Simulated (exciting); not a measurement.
# Core excitons at the S K edge of MoS2, part 2 of 2

Aim: the S K absorption edge of MoS2 with the electron–hole interaction treated explicitly, and what each term of the kernel does.

exciting sodium; X-ray absorption, core-level Bethe-Salpeter equation, exchange and statically screened direct term, Tamm-Dancoff, all-electron LAPW+lo PBE.

So far. Step 5 (Independent particles): Maxima (height): 1.2 eV (0.52), 8.7 eV (0.22), 11.2 eV (0.29) and 19.2 eV (0.25). Against the singlet run the r.m.s. difference is 66 %. Moving the earlier curve by +1.3 eV leaves 31 %. The highest maximum lies at 1.2 eV (0.52), against -0.2 eV (1.00). Step 6 (Exchange alone): Maxima (height): 1.2 eV (0.52), 8.7 eV (0.22), 11.2 eV (0.29) and 19.2 eV (0.25). The spectrum is that of the independent-particle run within 1 %.

The database entry behind the starting cell differs from later determinations by our own check (about 0.3 % long), so it need not match the best structure at ambient conditions.

## (9) Coarser mesh

Changed against the first singlet run: k mesh from 5×5×1 to 2×2×1.

The input, input.xml:

```
<input>
  <title>MoS2</title>
  <structure speciespath="." autormt="false" epslat="1.0e-5">
    <crystal>
      <basevect>5.9885420878 0.0000000000 0.0000000000</basevect>
      <basevect>-2.9942710439 5.1862295797 0.0000000000</basevect>
      <basevect>0.0000000000 0.0000000000 23.2889847556</basevect>
    </crystal>
    <species speciesfile="Mo.xml" rmt="2.240">
      <atom coord="0.6666666667 0.3333333333 0.7500000000"/>
      <atom coord="0.3333333333 0.6666666667 0.2500000000"/>
    </species>
    <species speciesfile="S.xml" rmt="2.173">
      <atom coord="0.6666666667 0.3333333333 0.3770000000"/>
      <atom coord="0.3333333333 0.6666666667 0.8770000000"/>
      <atom coord="0.6666666667 0.3333333333 0.1230000000"/>
      <atom coord="0.3333333333 0.6666666667 0.6230000000"/>
    </species>
  </structure>
  <groundstate do="skip" xctype="GGA_PBE" ngridk="6 6 1" rgkmax="7" gmaxvr="14" nempty="8" swidth="0.001" maxscl="100" epsengy="1e-5"/>
  <xs xstype="BSE" ngridk="2 2 1" ngridq="2 2 1" vkloff="0.097 0.273 0.493" rgkmax="7" nempty="51" gqmax="3" lmaxapwwf="5" lmaxemat="2" broad="0.01654" tevout="true">
    <energywindow intv="87.784 89.401" points="439"/>
    <screening screentype="full" nempty="78"/>
    <BSE xas="true" xasspecies="2" xasatom="1" xasedge="K" bsetype="singlet" nstlxas="1 47"/>
    <qpointset>
      <qpoint>0 0 0</qpoint>
    </qpointset>
    <plan>
      <doonly task="xsgeneigvec"/>
      <doonly task="writepmatxs"/>
      <doonly task="scrgeneigvec"/>
      <doonly task="scrwritepmat"/>
      <doonly task="screen"/>
      <doonly task="scrcoulint"/>
      <doonly task="exccoulint"/>
    </plan>
  </xs>
</input>
```

The input, input.xml for the last start (plan only):

```
  <plan>
    <doonly task="bse"/>
  </plan>
```

Launch:

```
$ OMP_NUM_THREADS=1 mpirun -n 4 exciting
$ OMP_NUM_THREADS=4 exciting
```

Numbers of over 12 decimals in the logs are rounded to 6 here.

Output:

```text
| EXCITING SODIUM started for task xsgeneigvec ( 301)                          =
One-shot GS runs for BSE calculations
One-shot GS runs for k+qmt/2 grids
Info(xsgeneigvec): Generating eigenvectors for Q-point      1
Info(xsgeneigvec): Generation of eigenvectors finished
| EXCITING SODIUM started for task writepmatxs ( 320)                          =
Info(writepmatxs): Momentum matrix elements finished
| EXCITING SODIUM started for task scrgeneigvec ( 401)                         =
One-shot GS runs for BSE calculations
One-shot GS runs for k+qmt/2 grids
[...]
Info(setup_bse_block): Setting up RR part of hamiltonian
Info(setup_bse_block): Singlet spin state
Info(bse): Diagonalizing RR Hamiltonian (TDA)
Info(bse): Invoking Lapack routine ZHEEVR
       376 eigen solutions found in the interval:
         i1=       1 i2=     376
Info(bse): Writing excition energies and oscillator strengths to text file.
Info(makespectrum_dist): Making spectrum using formula for coupling with time reversed AR basis.
Info(makespectrum_dist): Using formalism for vanishing momentum transfer.
Info(writederived): Writing quantities derived from the macroscopic dielectric function.
Info(bselauncher): Spectrum finished for iqmt=  1
Info(bselauncher): All done for BSE type singlet
```

It took 1.9 min on 4 MPI ranks of Arm Neoverse V1, shared host.

Wall time by task: xsgeneigvec 4.5 s, writepmatxs 4.4 s, scrgeneigvec 3 s, scrwritepmat 4.1 s, screen 13 s, scrcoulint 11 s, exccoulint 73 s, bse 0.85 s.

These settings are cheaper. The spectrum differs from the singlet run by 40 % r.m.s. Moving the earlier curve by -0.5 eV leaves 12 %. The highest maximum lies at -0.7 eV (0.99), against -0.2 eV (1.00). The first bright state moves from -0.29 to -0.84 eV. The lowest bare transition of this run lies at 0.59 eV, against 0.26. A coarse mesh samples few band energies, and it inflates the long-range part of the attraction.

```csv
E (eV),first run,this run
-4.0,0.02,0.03
-3.0,0.03,0.05
-2.0,0.07,0.13
-1.0,0.28,0.74
0.0,0.88,0.53
1.0,0.42,0.33
2.0,0.25,0.19
3.0,0.10,0.07
4.0,0.06,0.07
5.0,0.11,0.18
6.0,0.16,0.16
7.0,0.22,0.23
8.0,0.23,0.18
9.0,0.22,0.16
10.0,0.24,0.34
11.0,0.23,0.22
12.0,0.16,0.17
13.0,0.16,0.16
14.0,0.15,0.11
15.0,0.11,0.08
16.0,0.11,0.12
17.0,0.15,0.19
18.0,0.16,0.15
19.0,0.18,0.18
20.0,0.15,0.17
```

## (10) The levels of theory side by side

```csv
level,curve passes 0.15 (eV),highest maximum (eV),its height
IP,0.0,1.2,0.52
RPA,0.0,1.2,0.52
singlet,-1.4,-0.2,1.00
```

```csv
E (eV),IP,RPA,singlet
-4.0,0.01,0.01,0.02
-3.0,0.01,0.01,0.03
-2.0,0.02,0.02,0.07
-1.0,0.05,0.04,0.28
0.0,0.15,0.15,0.88
1.0,0.50,0.50,0.42
2.0,0.43,0.43,0.25
3.0,0.31,0.31,0.10
4.0,0.08,0.08,0.06
5.0,0.08,0.08,0.11
6.0,0.12,0.12,0.16
7.0,0.17,0.17,0.22
8.0,0.21,0.21,0.23
9.0,0.21,0.21,0.22
10.0,0.20,0.20,0.24
11.0,0.28,0.28,0.23
12.0,0.23,0.23,0.16
13.0,0.20,0.20,0.16
14.0,0.19,0.19,0.15
15.0,0.15,0.15,0.11
16.0,0.13,0.13,0.11
17.0,0.16,0.16,0.15
18.0,0.19,0.19,0.16
19.0,0.25,0.25,0.18
20.0,0.22,0.22,0.15
```

## (11) Outcome

* absorber and edge: S K, atom 3
* surroundings: nearest neighbours 3 Mo at 2.41 Å (site symmetry 3m)
* first bright state: -0.29 eV from the Kohn–Sham onset, on this mesh
* highest maximum: -0.2 eV
* cost of the BSE run: 12 min on 4 MPI ranks of Arm Neoverse V1, shared host; the last task ran on as many threads

What this shows: Is a core exciton bound? Undecided on this mesh: the first bright state (over 5 % of the brightest) lies at -0.29 eV from the Kohn–Sham onset and at -0.55 eV from the lowest bare transition of its own mesh. Changing the half width (eV) from 0.45 to 1.35 alters the spectrum by 37 % r.m.s. Exchange alone changes the independent-particle spectrum by 0.1 % r.m.s. Binding energies aren't converged on 25 k points, and fine structure above the first lines is partly noise of the mesh. The kernel cutoff is low for a compact core orbital, so the effect of exchange is a lower bound. The zero comes from the unshifted 6×6×1 ground-state mesh; it is exact only where the band minimum lies on that mesh. The Kohn–Sham onset, 2401 eV, is no photon energy (tabulated edge of the element: 2472 eV): the scale needs a rigid shift. No quasiparticle correction widens the gap or stretches the bands. Vibrations and energy-dependent lifetimes are left out. The structure is a published determination, not relaxed.

[Banner, clock and machine lines of the logs are left out without a mark of their own.]

[Logs are printed without paths, hosts, clocks, repeated set-up lines and the standing remarks that a program may print on its own settings, such as how far it seeks lower states.]

[Hosts, paths, dates, database ids (printed as entryN), source tags and the programs' standing remarks are cut or masked in the printed files.]
